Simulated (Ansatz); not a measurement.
# LiF (Griceite, Fm-3m): from the cell to its phonons

Aim: the phonons of LiF (Griceite, Fm-3m) at a cell relaxed beforehand at this level. After the zone centre comes a 4×4×4 q mesh on a 12×12×12 k mesh.

Main program and level: Ansatz 0.2.0; DFT LDA, scalar-relativistic, plane waves, norm-conserving pseudopotentials.

## (1) Starting point

It takes space group Fm-3m (No. 225, cubic). Conventional cell: a = 3.905 Å, b = 3.905 Å, c = 3.905 Å, α = 90.00°, β = 90.00°, γ = 90.00°. Li has 6 F at 1.95 Å nearest. Nearest to F lie 6 Li at 1.95 Å. Farther neighbours and most contacts between anions are not listed.

## (2) Modes at Γ

The cell comes from relaxations at this level that are not shown. The zone centre comes first: it holds the modes that light can see, as far as symmetry allows. The response to a homogeneous field gives the Born charges and the dielectric tensor, and its change with displacement the Raman tensors.

input.yaml

```yaml
crystal:
  lattice:
    - [0.0, 1.95256947, 1.95256947]
    - [1.95256947, 0.0, 1.95256947]
    - [1.95256947, 1.95256947, 0.0]
  atoms:
    - { symbol: Li, position: [0.0, 0.0, 0.0] }
    - { symbol: F, position: [0.5, 0.5, 0.5] }
kpoints:
  mp_grid: { grid: [12, 12, 12] }
hamiltonian:
  xc: lda
  pseudopotentials: { kind: nc }
scf:
  occupations: { method: fixed }
output:
  eigenvalues: true
phonons:
  method: dfpt
  dielectric: true
  rigid_motions: translations
  raman: true
```

Launch:

```sh
$ ansatz run input.yaml --threads 4 --pin off --max-ram 10240MiB --backend cpu --events-out ev --progress --plain --runs-dir out
```

What it wrote:

```text
Engine: ansatz 0.2.0, x86_64-unknown-linux-gnu
Pseudopotentials: kind: nc
Pseudopotential: Li, nc, valence charge 3, recommended cutoff 1006.821291 eV (normal), Li.nc.azcp (PseudoDojo's, or run here from an input of PseudoDojo's: the run reads no file of this project's for it)
Pseudopotential: F, nc, valence charge 7, recommended cutoff 1142.878222 eV (normal), F.nc.azcp (PseudoDojo's, or run here from an input of PseudoDojo's: the run reads no file of this project's for it)
Functional definition: SPW92
  exchange = slater_x
  correlation = pw_c
Crystal: 2 atoms, lattice volume = 14.888 Å³
Basis set: ecut = 1142.878222 eV, 1291 PW (Γ), exchange–correlation on 64×64×64 points (8 copies of the dense FFT grid, shifted against one another)
Bands: 9, of which v1, the nominal top of the filled ones, is band 5 counted from 1 (4 counted from 0)
Symmetry: 48 space group operations
k-points: 163 of 1728 (irreducible under 8 space group operations, time reversal used)
Non-local potential: Li, projectors of the file, l = 0: 2, l = 1: 2
Non-local potential: F, projectors of the file, l = 0: 2, l = 1: 2, l = 2: 1
Initial density: superposition of atomic densities (chi_scale 0.1, normalization cell, long waves kept (reshape's long-wave potential 0.00 eV rms))
Initial wavefunctions: pseudopotential atomic-orbital guess
Functional: x = slater, c = lda
SCF iter   1: F=—  HF=-866.383035 eV  |F-HF|=—  |Δ(HF+E_count)|=         —  Δρ=7.57e-2  dr2=3.56e-1  ethr=3.10e-3  ⟨swp⟩=4.6  Hψ=9091  notcnv=0  defer=306
preconditioner: auto → none  [insulator: Δε(μ)=9.248 eV  Ē_g=22.728 eV  n_scr=0 (ndim 8)  ℏωp=27.2 eV  f_vac=0.000  ε∞_Penn≈2.4]
SCF iter   2: F=—  HF=-866.213459 eV  |F-HF|=—  |Δ(HF+E_count)|=   1.70e-1  Δρ=3.02e-2  dr2=6.62e-2  ethr=3.10e-3  ⟨swp⟩=2.0  Hψ=3101  notcnv=0  defer=322
SCF iter   3: F=—  HF=-866.186547 eV  |F-HF|=—  |Δ(HF+E_count)|=   2.69e-2  Δρ=1.38e-2  dr2=1.44e-2  ethr=6.62e-4  ⟨swp⟩=2.1  Hψ=2626  notcnv=0  defer=322
SCF iter   4: F=—  HF=-866.181809 eV  |F-HF|=—  |Δ(HF+E_count)|=   4.74e-3  Δρ=2.51e-3  dr2=1.55e-4  ethr=1.44e-4  ⟨swp⟩=2.6  Hψ=2354  notcnv=0  defer=322
SCF iter   5: F=—  HF=-866.181825 eV  |F-HF|=—  |Δ(HF+E_count)|=   1.64e-5  Δρ=9.90e-5  dr2=4.94e-7  ethr=1.55e-6  ⟨swp⟩=1.4  Hψ=1564  notcnv=0  defer=323
SCF iter   6: F=—  HF=-866.181827 eV  |F-HF|=—  |Δ(HF+E_count)|=   1.90e-6  Δρ=1.06e-5  dr2=4.77e-9  ethr=4.94e-9  ⟨swp⟩=2.7  Hψ=2261  notcnv=0  defer=142
SCF iter   7: F=-866.181827 eV  HF=-866.181827 eV  |F-HF|=3.18e-12  |Δ(HF+E_count)|=  8.13e-11  Δρ=8.30e-7  dr2=1.26e-11  ethr=1.00e-12  ⟨swp⟩=7.0  Hψ=9585  notcnv=0
SCF 1 converged in 7 iterations: F = -866.181827 eV  dr2 = 1.26e-11
NSCF: frozen V_eff on 1 k-points
DFPT response loops at Γ: preconditioner auto → none (the input reference at scf.mixing.eps_inf says where Resta's filter doesn't serve); β = 0.50; Broyden in place of MSR1
── the response to a field inside a basis, on 12×12×12 k-points: an SCF that follows is theirs, and a resumed run solves both again ──
Bands: 6, of which v1, the nominal top of the filled ones, is band 5 counted from 1 (4 counted from 0)
k-points: 182 of 1728 (irreducible under 12 space group operations)
Initial density: handed on by an earlier stage of this run
Initial wavefunctions: pseudopotential atomic-orbital guess (no wavefunctions were taken with the density)
Eigensolver: Dense (182 Hₖ)
SCF iter   1: F=—  HF=-866.180731 eV  |F-HF|=—  |Δ(HF+E_count)|=         —  Δρ=1.28e-4  dr2=1.51e-7  ethr=1.00e-1
preconditioner: auto → none  [insulator: Δε(μ)=9.808 eV  Ē_g=18.639 eV  n_scr=0 (ndim 8)  ℏωp=27.2 eV  f_vac=0.000  ε∞_Penn≈3.1]
SCF iter   2: F=—  HF=-866.180731 eV  |F-HF|=—  |Δ(HF+E_count)|=   5.14e-7  Δρ=6.30e-5  dr2=3.64e-8  ethr=1.51e-9
SCF iter   3: F=—  HF=-866.180732 eV  |F-HF|=—  |Δ(HF+E_count)|=   1.77e-7  Δρ=1.20e-5  dr2=9.76e-9  ethr=3.64e-10
SCF iter   4: F=-866.180732 eV  HF=-866.180732 eV  |F-HF|=3.18e-12  |Δ(HF+E_count)|=   2.03e-9  Δρ=6.01e-7  dr2=9.33e-12  ethr=9.76e-11
SCF 1 converged in 4 iterations: F = -866.180732 eV  dr2 = 9.33e-12
DFPT response loops at Γ: mixed as the last ones told, above
DFPT response loops at Γ: mixed as the last ones told, above
DFPT response loops at Γ: mixed as the last ones told, above
SCF converged after 7 iterations
Free energy (F): -866.181827 eV
Harris-Foulkes:  -866.181827 eV  (|F-HF|=3.18e-12)
Internal energy: -866.181827 eV  (E = F + TS)
E sigma→0 (E₀):  -866.181827 eV
Fermi energy:    1.284823 eV
--- Per-component energies (eV) ---
  E_band       = -112.525188
  E_kinetic    = 583.443591
  E_local      = -698.530514  (includes V_loc(G=0)·N_el)
  E_nonlocal   = -197.021896
  E_hartree    = 213.256505
  E_xc         = -192.671758
  E_vxc        = -226.929366  (∫ρ·V_xc dr)
  E_ewald      = -574.657755
  E_smearing   = -0.000000  (= −TS)
  E_closure    = 0.000000  (closes the sum)
  Σ components = -866.181827   (vs F -866.181827, Δ=0.00e0)
--- Band table (eV; the first three rows and the last of 163) ---
  k-point 0: bands = ["-38.2304", "-18.4832", "1.2837", "1.2837", "1.2837", "11.0372", "26.0009", "26.0009", "26.0009"]
  k-point 1: bands = ["-38.2236", "-18.4521", "1.0571", "1.2650", "1.2650", "11.2354", "23.5701", "24.8715", "24.8715"]
  k-point 2: bands = ["-38.2049", "-18.3653", "0.4756", "1.2147", "1.2147", "11.7006", "21.2600", "23.5192", "23.5192"]
  k-point 162: bands = ["-38.1011", "-17.6503", "-1.1623", "-1.1623", "0.3866", "16.7111", "16.7111", "19.2285", "21.5121"]
--- Phonons (Γ-DFPT): 2 representative perturbations + reference, on 163 of 1728 k-points (Σ response iterations 7) ---
  k mesh reduced under 8 symmetry operations, with k and −k counted as one. Each operation leaves every solved perturbation unchanged. A smaller set is not considered because the run solves the response to a homogeneous field
  ASR residual: 1.310e-3 → 0.000e0 eV/Å²; symmetrization residual: 5.718e-7 eV/Å²
  ASR residual per site (eV/Å²): 1.78e-4 1.31e-3
  Γ frequencies (cm⁻¹): 0.00 0.00 0.00 342.67 342.67 342.67
  ε∞ (high-frequency dielectric tensor):
        2.113857    -0.000000    -0.000000
       -0.000000     2.113857    -0.000000
        0.000000     0.000000     2.113857
  ε⁰ (static dielectric tensor: ions relaxed, cell fixed):
        8.123863     0.000000     0.000000
        0.000000     8.123863     0.000000
        0.000000     0.000000     8.123863
  ε⁰ − ε∞ (ionic part):
        6.010005     0.000000     0.000000
        0.000000     6.010005     0.000000
        0.000000     0.000000     6.010005
  softest optical mode at Γ: 342.67 cm⁻¹; the repairs (sum rule, projections) moved no ω² at Γ by more than (4.35 cm⁻¹)²
  Born effective charges Z* (e; rows j = field, columns β = displacement):
    site 0:
         1.04182    0.00000    0.00000
        -0.00000    1.04182    0.00000
         0.00000   -0.00000    1.04182
    site 1:
        -1.04182   -0.00000   -0.00000
         0.00000   -1.04182    0.00000
         0.00000    0.00000   -1.04182
  Z* charge neutrality: 3.501e-5 e pre-enforcement
  k-mesh period / interband length: 33.1 Å / 0.79 Å = 42.10 at k = (0.0000, 0.0000, -0.5000), direct gap 11.188 eV — 14 or more, which is no proof of convergence
  Raman tensors (in the event stream and the table raman_tensors.tsv): an entry may err by 5.0e-5 Å², one of the second-order susceptibility by 6.6e-21 pm/V (basis, points and sum rule); their sum over the sites missed zero by 7.500e-23 Å² ahead of its enforcement
  optical modes at Γ without the LO–TO term, one row a degenerate level:
      ω (cm⁻¹)  modes    IR ((D/Å)²/amu)  static Raman (Å⁴/amu)  depolarisation
        342.67      3            14.7787                 0.0000               —
  optical modes at Γ + LO–TO along q̂ = [1.0000, 0.0000, 0.0000]:
      ω (cm⁻¹)  modes    IR ((D/Å)²/amu)  static Raman (Å⁴/amu)  depolarisation
        342.67      2             9.8525                 0.0000               —
        671.77      1             4.9262                 0.0000               —
  optical modes at Γ + LO–TO along q̂ = [0.0000, 1.0000, 0.0000]:
      ω (cm⁻¹)  modes    IR ((D/Å)²/amu)  static Raman (Å⁴/amu)  depolarisation
        342.67      2             9.8525                 0.0000               —
        671.77      1             4.9262                 0.0000               —
  optical modes at Γ + LO–TO along q̂ = [0.0000, 0.0000, 1.0000]:
      ω (cm⁻¹)  modes    IR ((D/Å)²/amu)  static Raman (Å⁴/amu)  depolarisation
        342.67      2             9.8525                 0.0000               —
        671.77      1             4.9262                 0.0000               —
```

Wall time 31 s (4 threads of Intel Xeon Platinum 8488C (Sapphire Rapids), shared host); peak memory 0.88 GiB; 2 min of CPU time.

The column dr2 measures how far the density is from self-consistency, as an energy; F and HF (Harris–Foulkes) agree once it is small.

This step gave:

```yaml
gap_on_the_k_mesh: 9.752 eV
volume_per_atom: 7.444 Å³
sum_rule_residual_before_enforcement: 0.001310 eV/Å²
miss_of_the_charge_sum_rule: 3.50e-5 e
point_group: m-3m
highest_optical_mode_at_the_zone_centre_no_lo_to_term: 342.7 cm⁻¹
lowest_optical_zone_centre_mode: 342.7 cm⁻¹
mean_high_frequency_dielectric_constant: 2.114
largest_born_charge_third_of_the_trace: 1.042 e
mean_static_dielectric_constant: 8.124
top_of_the_zone_centre_spectrum_with_the_field: 671.8 cm⁻¹
```

Without the LO-TO term. Patterns of degenerate modes are one choice out of their space. Modes at Γ, with each element's share of the kinetic energy:

```tsv
mode	frequency (cm⁻¹)	symmetry	Li %	F %
1	0.0	acoustic	27	73
2	0.0	acoustic	27	73
3	0.0	acoustic	27	73
4	342.7	T1u	73	27
5	342.7	T1u	73	27
6	342.7	T1u	73	27
```

Displacements in mode 6 (342.7 cm⁻¹), the largest set to 1:
```
Li1  0.00  0.00  1.00
F2   0.00  0.00 -0.37
```

Optical modes at the zone centre, without and with the macroscopic field of the longitudinal modes; each column is sorted by frequency, so a row need not hold one and the same mode. Modes with and without the field, by row:

```tsv
rank among optical modes	no field (cm⁻¹)	q along (1, 0, 0) (cm⁻¹)
1	342.7	342.7
2	342.7	342.7
3	342.7	671.8
```

Born charge (rows field, columns displacement) (e), principal values of the symmetric part by kind of site:

```tsv
atom	atoms with these values	low	middle	high	mean
Li1	1	1.04	1.04	1.04	1.04
F2	1	-1.04	-1.04	-1.04	-1.04
```

In full for F2:

```
-1.04  0.00  0.00
 0.00 -1.04  0.00
 0.00  0.00 -1.04
```

High-frequency dielectric tensor:

```
2.11 0.00 0.00
0.00 2.11 0.00
0.00 0.00 2.11
```

Static dielectric tensor (ions relaxed, fixed cell):

```
8.12 0.00 0.00
0.00 8.12 0.00
0.00 0.00 8.12
```

Transverse modes. Infrared lines, with heights relative to the strongest:

```tsv
position (cm⁻¹)	label	relative intensity
343	T1u	100
```

Before it was imposed, the acoustic sum rule was missed by 0.0013 eV/Å² and the charge sum rule by 3.5e-5 e. Small misses are needed for a sound result but don't prove that mesh and cutoff are converged. The lowest optical mode is real, 343 cm⁻¹.

(Part 1 of 2 ends here.)

[Logs are printed without paths, hosts, clocks, repeated set-up lines and the standing remarks that a program may print on its own settings, such as how far it seeks lower states.]

[Hosts, paths, dates, database ids (printed as entryN), source tags and the programs' standing remarks are cut or masked in the printed files.]
